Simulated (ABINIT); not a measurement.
# KSrH3 (Pm-3m): from the cell to the phonon bands, part 2 of 4

How does KSrH3 (Pm-3m) vibrate, and is this structure a minimum?

ABINIT 10.8.3; DFT PBE, scalar-relativistic, plane waves, PseudoDojo norm-conserving pseudopotentials.

So far. Step 5 (Relaxation): The volume changes by -0.3 % in this run and stands -12.9 % from the first cell. The relaxed cell has a = 4.780 Å (conventional setting).

The structure was built from a prototype and need not be the compound's stable phase.

### Step 8. Linear response at Γ

The derivative of the wavefunctions by k comes first, since the response to a field is built on it; then the field and the displacements that symmetry doesn't supply are solved at q = 0.

It reads the wavefunctions written in step 6.

The input, dfpt_gamma.abi:

```
ndtset 2

# common to the responses
getwfk_filepath "gso_WFK"
kptopt 2
nqpt 1
qpt 0.0 0.0 0.0
asr 0
chneut 0

# d/dk
rfelfd1 2
rfdir1 1 1 1
iscf1 -3
tolwfr1 1.0d-20

# displacements, field
rfphon2 1
rfatpol2 1 5
rfdir2 1 1 1
rfelfd2 3
getddk2 1
tolvrs2 1.0d-10
prtwf2 0

# basis, mesh and filling
ecut 33.0
ngkpt 4 4 4
nshiftk 1
shiftk 0.0 0.0 0.0
istwfk *1
occopt 1
nband 11
nstep 100
diemac 9.0
prtebands 0
prtgsr 0
useylm 1

# cell and atoms
acell 3*1.0 Angstrom
rprim 
    4.780166028 0.0 0.0
    0.0 4.780166028 0.0
    0.0 0.0 4.780166028
ntypat 3
znucl 19 38 1
natom 5
typat 1 2 3 3 3
xred 
    0.0 0.0 0.0
    0.5 0.5 0.5
    0.5 0.5 0.0
    0.5 0.0 0.5
    0.0 0.5 0.5
pp_dirpath "./pseudo"
pseudos "K.upf, Sr.upf, H.upf"
```

Started as:

```
> OMP_NUM_THREADS=1 mpirun -n 4 abinit dfpt_gamma.abi > dfpt_gamma.log
```

Numbers of over 12 decimals in the logs are rounded to 6 here.

dfpt_gamma.abo, the main output file:

```text
[banners, grids, parts of the stress and lines that vanish by symmetry left out]
- input  file    -> dfpt_gamma.abi
- output file    -> dfpt_gamma.abo
- root for input  files -> dfpt_gammai
[...]
DATASET    1 : space group Pm -3 m (#221); Bravais cP (primitive cubic)
[...]
nfft =      110592          nkpt =          36
[...]
DATASET    2 : space group Pm -3 m (#221); Bravais cP (primitive cubic)
[...]
nfft =      110592          nkpt =          36
[...]
== DATASET  1 ==================================================================
[...]
cutoff_energies: {ecut:  33.0, pawecutdg:  -1.0, }
[...]
-  1.00000   1.00000  171031                  znucl, zion, pspdat
[...]
Perturbation : derivative vs k along direction   1
[...]
-ETOT  1  -10.256046941027     -1.026E+01 3.601E-02 0.000E+00
 ETOT  2  -10.277148634452     -2.110E-02 3.001E-04 0.000E+00
 ETOT  3  -10.277287419158     -1.388E-04 4.371E-06 0.000E+00
 ETOT  4  -10.277289010544     -1.591E-06 5.602E-08 0.000E+00
 ETOT  5  -10.277289035937     -2.539E-08 1.779E-09 0.000E+00
[...]
At SCF step   12   max residual=  9.88E-21 < tolwfr=  1.00E-20 =>converged.
[...]
Perturbation : derivative vs k along direction   2
[...]
-ETOT  1  -10.255942127952     -1.026E+01 3.601E-02 0.000E+00
[...]
At SCF step   12   max residual=  9.88E-21 < tolwfr=  1.00E-20 =>converged.
[...]
Perturbation : derivative vs k along direction   3
[...]
-ETOT  1  -10.256046933161     -1.026E+01 3.601E-02 0.000E+00
[...]
At SCF step   12   max residual=  9.88E-21 < tolwfr=  1.00E-20 =>converged.
[...]
1        1       0.8929603400    0.0000000000
     1        2       0.0000000000    0.0000000000
     1        3       0.0000000000    0.0000000000
     2        1       0.0000000000    0.0000000000
     2        2       0.8929603400    0.0000000000
     2        3       0.0000000000    0.0000000000
     3        1       0.0000000000    0.0000000000
     3        2       0.0000000000    0.0000000000
     3        3       0.8929603400   -0.0000000000
[...]
== DATASET  2 ==================================================================
[...]
cutoff_energies: {ecut:  33.0, pawecutdg:  -1.0, }
[...]
Perturbation : displacement of atom   1   along direction   1
[...]
-ETOT  1   3.366150     -2.690E+03 7.533E+00 4.048E+02
[...]
At SCF step   12       vres2   =  7.76E-12 < tolvrs=  1.00E-10 =>converged.
[...]
Perturbation : displacement of atom   2   along direction   1
[...]
-ETOT  1   5.844104     -2.042E+03 1.188E+01 2.304E+03
[...]
At SCF step   12       vres2   =  4.39E-12 < tolvrs=  1.00E-10 =>converged.
[...]
Perturbation : displacement of atom   3   along direction   1
[...]
-ETOT  1  0.577430     -8.503E+01 2.633E-01 2.896E+03
[...]
At SCF step   11       vres2   =  5.04E-11 < tolvrs=  1.00E-10 =>converged.
[...]
Perturbation : displacement of atom   3   along direction   3
[...]
-ETOT  1   4.286167     -8.614E+01 2.898E-01 2.536E+03
[...]
At SCF step   11       vres2   =  6.43E-11 < tolvrs=  1.00E-10 =>converged.
[...]
Perturbation : homogeneous electric field along direction   1
[...]
-ETOT  1  -53.565426804507     -5.357E+01 1.521E+00 1.884E+04
[...]
ETOT 11  -56.659899222288     -4.135E-12 9.870E-15 7.293E-10
 ETOT 12  -56.659899222287      2.487E-13 9.829E-16 1.131E-11
 At SCF step   12       vres2   =  1.13E-11 < tolvrs=  1.00E-10 =>converged.
[...]
Dielectric tensor, in cartesian coordinates,
[...]
1    7   1    7         2.9965678629        -0.0000000000
   1    7   2    7        -0.0000000000        -0.0000000000
   1    7   3    7        -0.0000000000        -0.0000000000
   2    7   1    7        -0.0000000000        -0.0000000000
   2    7   2    7         2.9965678629        -0.0000000000
   2    7   3    7        -0.0000000000        -0.0000000000
   3    7   1    7        -0.0000000000        -0.0000000000
   3    7   2    7        -0.0000000000        -0.0000000000
   3    7   3    7         2.9965678629        -0.0000000000
  Effective charges, in cartesian coordinates,
[...]
1    1   1    7         1.1971887408         0.0000000000
   2    1   1    7         0.0000000000         0.0000000000
   3    1   1    7         0.0000000000         0.0000000000
   1    2   1    7         1.7579919778         0.0000000000
   2    2   1    7         0.0000000000         0.0000000000
[...]
Effective charges, in cartesian coordinates,
[...]
2    7   1    5         0.0000000000         0.0000000000
   3    7   1    5         0.0000000000         0.0000000000
   1    7   2    5         0.0000000000         0.0000000000
   2    7   2    5        -0.9048158753         0.0000000000
   3    7   2    5         0.0000000000         0.0000000000
   1    7   3    5         0.0000000000         0.0000000000
   2    7   3    5         0.0000000000         0.0000000000
   3    7   3    5        -0.9048158753         0.0000000000
  Phonon wavevector (reduced coordinates) :  0.00000  0.00000  0.00000
 Phonon energies in Hartree :
[...]
Phonon frequencies in cm-1    :
- -1.087200E+02 -1.087200E+02 -1.087200E+02 -9.105978E+01 -9.105978E+01
- -9.105978E+01 -1.097312E+00 -1.097312E+00 -1.097312E+00  2.644277E+02
-  2.644277E+02  2.644277E+02  1.100655E+03  1.100655E+03  1.100655E+03
  Phonon at Gamma, with non-analyticity in the
[...]
Phonon energies in Hartree :
[...]
Phonon frequencies in cm-1    :
- -1.087200E+02 -1.087200E+02 -1.087200E+02 -9.105978E+01 -9.105978E+01
- -1.099144E+00 -1.097312E+00 -1.097312E+00  8.908359E+01  2.644277E+02
-  2.644277E+02  5.422998E+02  1.100655E+03  1.100655E+03  1.193180E+03
  Phonon at Gamma, with non-analyticity in the
[...]
Phonon energies in Hartree :
[...]
Phonon frequencies in cm-1    :
- -1.087200E+02 -1.087200E+02 -1.087200E+02 -9.105978E+01 -9.105978E+01
- -1.099144E+00 -1.097312E+00 -1.097312E+00  8.908359E+01  2.644277E+02
-  2.644277E+02  5.422998E+02  1.100655E+03  1.100655E+03  1.193180E+03
  Phonon at Gamma, with non-analyticity in the
[...]
Phonon energies in Hartree :
[...]
Phonon frequencies in cm-1    :
- -1.087200E+02 -1.087200E+02 -1.087200E+02 -9.105978E+01 -9.105978E+01
- -1.099144E+00 -1.097312E+00 -1.097312E+00  8.908359E+01  2.644277E+02
-  2.644277E+02  5.422998E+02  1.100655E+03  1.100655E+03  1.193180E+03
[...]
fcart2     0.0000000000E+00  0.0000000000E+00  0.0000000000E+00
           strten2     0.0000000000E+00  0.0000000000E+00  0.0000000000E+00
================================================================================
```

Wall time 1.9 min (4 MPI ranks of Arm Neoverse V2, shared host); 7.6 min of CPU time.

This step gave:

| Item | Value |
| --- | --- |
| miss of the charge sum rule | 0.005445 e |
| largest acoustic frequency at the zone centre before the sum rule | -1.1 cm⁻¹ |
| highest optical zone-centre mode (no LO-TO term) | 1101 cm⁻¹ |
| lowest optical zone-centre mode | -108.7 cm⁻¹ |
| mean high-frequency dielectric constant | 2.997 |
| largest Born charge in size (third of the trace) | 1.758 e |

Born charge (rows field, columns displacement), before the sum rule (e), principal values of the symmetric part by kind of site:

| atom | atoms with these values | low | middle | high | mean |
| --- | --- | --- | --- | --- | --- |
| K1 | 1 | 1.20 | 1.20 | 1.20 | 1.20 |
| Sr2 | 1 | 1.76 | 1.76 | 1.76 | 1.76 |
| H3 | 3 | -1.15 | -0.90 | -0.90 | -0.99 |

In full for Sr2:

```
1.76 0.00 0.00
0.00 1.76 0.00
0.00 0.00 1.76
```

High-frequency dielectric tensor:

```
3.00 0.00 0.00
0.00 3.00 0.00
0.00 0.00 3.00
```

The acoustic modes at Γ come out as far as 1.1 cm⁻¹ from zero, where they should vanish, a small numerical error; the Born charges miss their sum rule by 0.0054 e, which is good. The lowest optical mode is imaginary, 109i cm⁻¹, an instability at this level and on this k mesh.

### Step 9. Zone-centre analysis

anaddb reads the merged derivatives, imposes the acoustic sum rule and charge neutrality, and adds the LO-TO term along chosen directions.

The input, anaddb.abi:

```
ddb_filepath "gamma_DDB"
output_file "anaddb.abo"
outdata_prefix "anaddb"
asr 1
chneut 1
enunit 2
eivec 1
nph1l 1
qph1l 0.0 0.0 0.0 1.0
dieflag 2
nph2l 3
qph2l 
    1.0 0.0 0.0 0.0
    0.0 0.0 1.0 0.0
    1.0 1.0 1.0 0.0
```

The input, mrgddb.in:

```
gamma_DDB
merged
2
dfpt_gammao_DS2_DDB
gso_DDB
```

Started as:

```
> mrgddb < mrgddb.in > mrgddb.log
> OMP_NUM_THREADS=1 anaddb anaddb.abi > anaddb.log
```

anaddb.abo, the main output file:

```text
[banners, grids, parts of the stress and lines that vanish by symmetry left out]
-outvars_anaddb: echo values of input variables ----------------------

 Flags :
[...]
Dielectric Tensor and Effective Charges
[...]
Effective charge tensors after
[...]
Phonon wavevector (reduced coordinates) :  0.00000  0.00000  0.00000
 Phonon energies in Hartree :
[...]
Phonon energies in meV     :
- -1.348178E+01 -1.348178E+01 -1.348178E+01 -1.129052E+01 -1.129052E+01
- -1.129052E+01  0.000000E+00  0.000000E+00  0.000000E+00  3.278418E+01
-  3.278418E+01  3.278418E+01  1.364687E+02  1.364687E+02  1.364687E+02
 Phonon frequencies in cm-1    :
- -1.087379E+02 -1.087379E+02 -1.087379E+02 -9.106416E+01 -9.106416E+01
- -9.106416E+01  0.000000E+00  0.000000E+00  0.000000E+00  2.644222E+02
-  2.644222E+02  2.644222E+02  1.100695E+03  1.100695E+03  1.100695E+03
 Phonon frequencies in Thz     :
- -3.259879E+00 -3.259879E+00 -3.259879E+00 -2.730035E+00 -2.730035E+00
- -2.730035E+00  0.000000E+00  0.000000E+00  0.000000E+00  7.927179E+00
-  7.927179E+00  7.927179E+00  3.299799E+01  3.299799E+01  3.299799E+01
 Phonon energies in Kelvin  :
- -1.564495E+02 -1.564495E+02 -1.564495E+02 -1.310210E+02 -1.310210E+02
- -1.310210E+02  0.000000E+00  0.000000E+00  0.000000E+00  3.804446E+02
-  3.804446E+02  3.804446E+02  1.583654E+03  1.583654E+03  1.583654E+03
[...]
-  1  0.00000000E+00  0.00000000E+00  0.00000000E+00
-     0.00000000E+00  0.00000000E+00  0.00000000E+00
-  2  0.00000000E+00  0.00000000E+00  0.00000000E+00
-     0.00000000E+00  0.00000000E+00  0.00000000E+00
-  3  0.00000000E+00 -9.19336290E-07  0.00000000E+00
-     0.00000000E+00  0.00000000E+00  0.00000000E+00
-  4  0.00000000E+00  0.00000000E+00  1.64963404E-02
-     0.00000000E+00  0.00000000E+00  0.00000000E+00
-  5  0.00000000E+00  9.19336290E-07 -1.64963404E-02
-     0.00000000E+00  0.00000000E+00  0.00000000E+00
[...]
-  1  0.00000000E+00  0.00000000E+00  0.00000000E+00
-     0.00000000E+00  0.00000000E+00  0.00000000E+00
-  2  0.00000000E+00  0.00000000E+00  0.00000000E+00
-     0.00000000E+00  0.00000000E+00  0.00000000E+00
-  3  8.44468811E-07 -1.64963404E-02  0.00000000E+00
-     0.00000000E+00  0.00000000E+00  0.00000000E+00
-  4 -8.44468811E-07  0.00000000E+00 -9.19336395E-07
-     0.00000000E+00  0.00000000E+00  0.00000000E+00
-  5  0.00000000E+00  1.64963404E-02  9.19336395E-07
-     0.00000000E+00  0.00000000E+00  0.00000000E+00
[...]
-  1  0.00000000E+00  0.00000000E+00  0.00000000E+00
-     0.00000000E+00  0.00000000E+00  0.00000000E+00
-  2  0.00000000E+00  0.00000000E+00  0.00000000E+00
-     0.00000000E+00  0.00000000E+00  0.00000000E+00
-  3  1.64963404E-02  8.44468925E-07  0.00000000E+00
-     0.00000000E+00  0.00000000E+00  0.00000000E+00
-  4 -1.64963404E-02  0.00000000E+00  0.00000000E+00
-     0.00000000E+00  0.00000000E+00  0.00000000E+00
[...]
Phonon at Gamma, with non-analyticity in the
[...]
Phonon energies in Hartree :
[...]
Phonon energies in meV     :
- -1.348178E+01 -1.348178E+01 -1.348178E+01 -1.129052E+01 -1.129052E+01
-  0.000000E+00  0.000000E+00  0.000000E+00  1.104434E+01  3.278418E+01
[...]
Phonon frequencies in cm-1    :
[...]
Phonon frequencies in Thz     :
[...]
Phonon energies in Kelvin  :
[...]
-  0.000000E+00  0.000000E+00  0.000000E+00  1.281642E+02  3.804446E+02
-  3.804446E+02  7.796369E+02  1.583654E+03  1.583654E+03  1.716479E+03
[...]
-  5  0.00000000E+00  1.28124386E-06  0.00000000E+00
-     0.00000000E+00  0.00000000E+00  0.00000000E+00
[...]
-  1  0.00000000E+00  1.10897970E-07 -2.91515618E-03
-     0.00000000E+00  0.00000000E+00  0.00000000E+00
-  2  0.00000000E+00  0.00000000E+00  1.11680364E-03
-     0.00000000E+00  0.00000000E+00  0.00000000E+00
-  3  0.00000000E+00 -2.73836158E-07  1.59981937E-03
-     0.00000000E+00  0.00000000E+00  0.00000000E+00
-  4  0.00000000E+00  0.00000000E+00  7.19828474E-03
-     0.00000000E+00  0.00000000E+00  0.00000000E+00
-  5  0.00000000E+00 -2.73836158E-07  7.19828474E-03
-     0.00000000E+00  0.00000000E+00  0.00000000E+00
[...]
Phonon at Gamma, with non-analyticity in the
[...]
Phonon energies in Hartree :
[...]
Phonon energies in meV     :
- -1.348178E+01 -1.348178E+01 -1.348178E+01 -1.129052E+01 -1.129052E+01
-  0.000000E+00  0.000000E+00  0.000000E+00  1.104434E+01  3.278418E+01
-  3.278418E+01  6.718391E+01  1.364687E+02  1.364687E+02  1.479147E+02
 Phonon frequencies in cm-1    :
- -1.087379E+02 -1.087379E+02 -1.087379E+02 -9.106416E+01 -9.106416E+01
[...]
Phonon frequencies in Thz     :
[...]
Phonon energies in Kelvin  :
[...]
Phonon at Gamma, with non-analyticity in the
[...]
Phonon energies in Hartree :
[...]
Phonon energies in meV     :
[...]
Phonon frequencies in cm-1    :
[...]
Phonon frequencies in Thz     :
[...]
Phonon energies in Kelvin  :
[...]
-  0.000000E+00  0.000000E+00  0.000000E+00  1.281642E+02  3.804446E+02
-  3.804446E+02  7.796369E+02  1.583654E+03  1.583654E+03  1.716479E+03
[...]
-  4  1.01573639E-03  1.28667990E-02 -3.06936179E-04
-     0.00000000E+00  0.00000000E+00  0.00000000E+00
-  5 -1.84385893E-02 -7.08800206E-04 -3.06936179E-04
-     0.00000000E+00  0.00000000E+00  0.00000000E+00
[...]
;  5 -1.32949484E-02 -1.12718952E-03 -1.12718952E-03
;     0.00000000E+00  0.00000000E+00  0.00000000E+00
-
```

Run time: 0.5 s. Hardware: 1 thread.

Numbers from this step:

```
highest mode moved by the LO-TO term : 1193 cm⁻¹
```

No LO-TO term; unit eigenvectors of the mass-weighted matrix, from anaddb's displacements. The modes at Γ (shares of kinetic energy by element, %) (negative means imaginary):

| mode | frequency (cm⁻¹) | symmetry | K % | Sr % | H % |
| --- | --- | --- | --- | --- | --- |
| 1 | -108.7 | T2u | 0 | 0 | 100 |
| 2 | -108.7 | T2u | 0 | 0 | 100 |
| 3 | -108.7 | T2u | 0 | 0 | 100 |
| 4 | -91.1 | T1u | 61 | 20 | 20 |
| 5 | -91.1 | T1u | 61 | 20 | 20 |
| 6 | -91.1 | T1u | 61 | 20 | 20 |
| 7 | 0.0 | acoustic | 30 | 68 | 2 |
| 8 | 0.0 | acoustic | 30 | 68 | 2 |
| 9 | 0.0 | acoustic | 30 | 68 | 2 |
| 10 | 264.4 | T1u | 9 | 12 | 79 |
| 11 | 264.4 | T1u | 9 | 12 | 79 |
| 12 | 264.4 | T1u | 9 | 12 | 79 |
| 13 | 1100.7 | T1u | 0 | 1 | 99 |
| 14 | 1100.7 | T1u | 0 | 1 | 99 |
| 15 | 1100.7 | T1u | 0 | 1 | 99 |

Displacements in mode 1 (-108.7 cm⁻¹), the largest set to 1:
```
K1   0.00  0.00  0.00
Sr2  0.00  0.00  0.00
H3   0.00  0.00  0.00
H4   0.00  0.00  1.00
H5   0.00  0.00 -1.00
```

Displacements in mode 10 (264.4 cm⁻¹), the largest set to 1:
```
K1   0.00  0.00 -0.08
Sr2  0.00  0.00  0.06
H3   0.00  0.00 -0.06
H4   0.00  0.00 -1.00
H5   0.00  0.00 -1.00
```

With imaginary modes the relaxed-ion tensors have no meaning and are not tabulated.

The rule moves no optical mode by more than 0.1 cm⁻¹.

(Continued in part 3 of 4.)

[Host names and launcher messages were left out of these logs when they were recorded.]

[Logs are printed without paths, hosts, clocks, repeated set-up lines and the standing remarks that a program may print on its own settings, such as how far it seeks lower states.]

[Hosts, paths, dates, database ids (printed as entryN), source tags and the programs' standing remarks are cut or masked in the printed files.]
